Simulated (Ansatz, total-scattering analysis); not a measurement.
**aqueous NaI: neutron diffraction with isotope substitution**

Two samples of aqueous NaI (30 H2O, 3 Na+ and 3 I-; O 31.2, H 62.5, Na 3.1, I 3.1 atom %; 380 K, fixed volume; ρ₀ = 0.0847 Å⁻³) differ only in the isotope of H: D (b = 6.6681 fm) and H (b = -3.7395 fm). Other lengths: O 5.8037, Na 3.63, I 5.28 fm. The data are simulated by ab initio molecular dynamics with Ansatz (revPBE-D3(BJ), plane waves, PAW default files, Langevin thermostat, no spin, fixed volume, H with the mass of D). The average runs over 0.49 ps of 96 atoms, so shells between rare elements are rough. Mean temperature 388 K, largest m.s.d. 1.55 Å², energy drift -5 meV an atom (last third less first, no steady trend), Langevin friction 10 ps⁻¹; the first quarter of the run is discarded. Preparation: last frame of a classical run of this cell, a melt at this density, then 0.3 ps at 380 K with a cheaper basis and a friction of 10 ps⁻¹ (mean temperature of the first stage 396 K), too short to forget the start in full. So short a stretch relaxes bonds and nearest shells but still remembers its start. It is a liquid as far as so short a run tells. Spin–orbit coupling is left out. The partials come from the cell's reciprocal vectors below 4 Å⁻¹ and from g(r) above; absorption, incoherent and inelastic scattering are left out. F(Q) = Σ ci cj bi bj (Sij − 1), in barn per steradian and atom:

| Q (Å⁻¹) | 2H | 1H | difference |
| --- | --- | --- | --- |
| 0.9 | -0.220 | -0.172 | -0.048 |
| 1.2 | -0.166 | -0.169 | 0.002 |
| 1.5 | -0.161 | -0.169 | 0.008 |
| 1.8 | 0.152 | -0.159 | 0.311 |
| 2.1 | 0.467 | -0.132 | 0.599 |
| 2.4 | 0.208 | -0.100 | 0.307 |
| 2.7 | 0.071 | -0.034 | 0.106 |
| 3.0 | -0.064 | -0.011 | -0.052 |
| 3.3 | -0.098 | 0.016 | -0.114 |
| 3.6 | -0.075 | 0.024 | -0.099 |
| 3.9 | -0.060 | 0.025 | -0.086 |
| 4.2 | -0.080 | 0.034 | -0.113 |
| 4.5 | -0.088 | 0.044 | -0.132 |
| 4.8 | -0.080 | 0.061 | -0.141 |
| 5.1 | -0.066 | 0.073 | -0.138 |
| 5.4 | -0.052 | 0.067 | -0.118 |
| 5.7 | -0.036 | 0.045 | -0.080 |
| 6.0 | -0.023 | 0.018 | -0.042 |
| 6.3 | -0.015 | -0.001 | -0.013 |
| 6.6 | -0.002 | -0.015 | 0.013 |
| 6.9 | 0.014 | -0.026 | 0.040 |
| 7.2 | 0.025 | -0.035 | 0.060 |
| 7.5 | 0.033 | -0.039 | 0.073 |
| 7.8 | 0.048 | -0.038 | 0.086 |
| 8.1 | 0.062 | -0.034 | 0.096 |
| 8.4 | 0.065 | -0.027 | 0.092 |
| 8.7 | 0.055 | -0.020 | 0.075 |
| 9.0 | 0.042 | -0.011 | 0.053 |
| 9.3 | 0.030 | -0.001 | 0.031 |
| 9.6 | 0.013 | 0.006 | 0.007 |
| 9.9 | -0.009 | 0.010 | -0.019 |
| 10.2 | -0.029 | 0.012 | -0.042 |
| 10.5 | -0.042 | 0.015 | -0.057 |
| 10.8 | -0.049 | 0.019 | -0.068 |

The first difference in real space, ΔG(r), in barn (from the pair functions, so without the broadening of a finite Q range):

```csv
r (Å),first difference G(r)
0.50,-0.389
0.58,-0.389
0.66,-0.389
0.74,-0.389
0.82,-0.389
0.90,0.073
0.98,8.148
1.06,0.298
1.14,-0.389
1.22,-0.389
1.30,-0.389
1.38,-0.361
1.46,-0.181
1.54,0.095
1.62,-0.129
1.70,-0.261
1.78,-0.248
1.86,-0.228
1.94,-0.224
2.02,-0.218
2.10,-0.200
2.18,-0.204
2.26,-0.186
2.34,-0.152
2.42,-0.159
2.50,-0.157
2.58,-0.128
2.66,-0.105
2.74,-0.085
2.82,-0.052
2.90,-0.016
2.98,0.017
3.06,0.066
3.14,0.089
3.22,0.128
3.30,0.122
3.38,0.109
3.46,0.116
3.54,0.115
```

**Question.** Which pairs survive in the difference, and what is the first shell of H?

Pairs without H cancel. ΔG(r) = Σ W [g(r) − 1] with W = 2 c(H) c(j) b(j) Δb, and c(H)² (b₁² − b₂²) for H–H: H–O 0.2359, H–H 0.1191, H–Na 0.0148, H–I 0.0215 barn. At small r, ΔG → −ΣW = -0.391; in this finite cell the H–H term carries (N − 1)/N with N = 60 atoms of H, which gives -0.389.

The first feature, at 0.98 Å, is H–O. n = 4πρ₀ c(O)/W ∫ r² [ΔG − ΔG(0)] dr up to 1.24 Å gives 1.0 O around each H; the coordinates give 1.00 up to 1.24 Å.

Shells of H from the coordinates: O–H at 0.98 Å, 1.0 neighbours to 1.24 Å; H–H at 1.54 Å, 1.0 neighbours to 1.84 Å; H–I at 2.62 Å, 0.4 neighbours to 3.45 Å, a soft count; H–Na at 3.02 Å, 0.7 neighbours to 4.02 Å, a soft count (first peaks with a usable minimum only). Counts average over all H, whatever molecule they sit on, and second peaks of a pair (H two bonds away, hydrogen bonds) add features between 1.5 and 2.5 Å that aren't listed. The structure is taken to be the same for both isotopes, which holds least well for H and D.

[Logs are printed without paths, hosts, clocks, repeated set-up lines and the standing remarks that a program may print on its own settings, such as how far it seeks lower states.]
